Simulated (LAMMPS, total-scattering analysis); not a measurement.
**zinc-blende solid solution (Te0.18,S0.57,Se0.26)Hg: Uiso of Te against temperature**

Simulated by classical molecular dynamics (LAMMPS) with the Stillinger-Weber II-VI potential (Zhou et al., Phys. Rev. B 88, 085309 (2013)); 512 atoms, zero pressure, classical nuclei. Uiso is the variance of an atom's position about its mean, per direction. The potential was fitted to tetrahedral crystals; it favours four neighbours in the liquid and keeps the solid to temperatures at which the real compounds have long melted or sublimed.

| T (K) | Uiso of Te (Å²) |
| --- | --- |
| 100 | 0.0030 |
| 300 | 0.0102 |
| 750 | ? |
| 980 | 0.0471 |
| 1380 | 0.0747 |

**Task.** Fit U/T against T with a straight line, read an effective Debye temperature from it, and predict the withheld row.

U/T in 10⁻⁵ Å²/K: 3.000 at 100 K, 3.400 at 300 K, 4.806 at 980 K, 5.413 at 1380 K. The means are 690 K and 4.155; Σ(x − x̄)(y − ȳ) = 2032.7 and Σ(x − x̄)² = 1.0604e+06, so the slope is 1.917e-03 per K and the intercept 2.832.

The intercept is the harmonic part: U = 3ħ²T/(M k θ²) with 3ħ²/(k u Å²) = 145.5 K and M = 127.60 u gives θ = √(145.5/(127.60 × 2.832×10⁻⁵)) = 201 K, an effective value for this element. The slope is the anharmonic part, expansion included: by 1380 K it adds 93 % to U.

At 750 K, U = 750 × (2.832 + 1.438)×10⁻⁵ = 0.0320 Å²; the run gave 0.0312, a miss of +2.6 %.
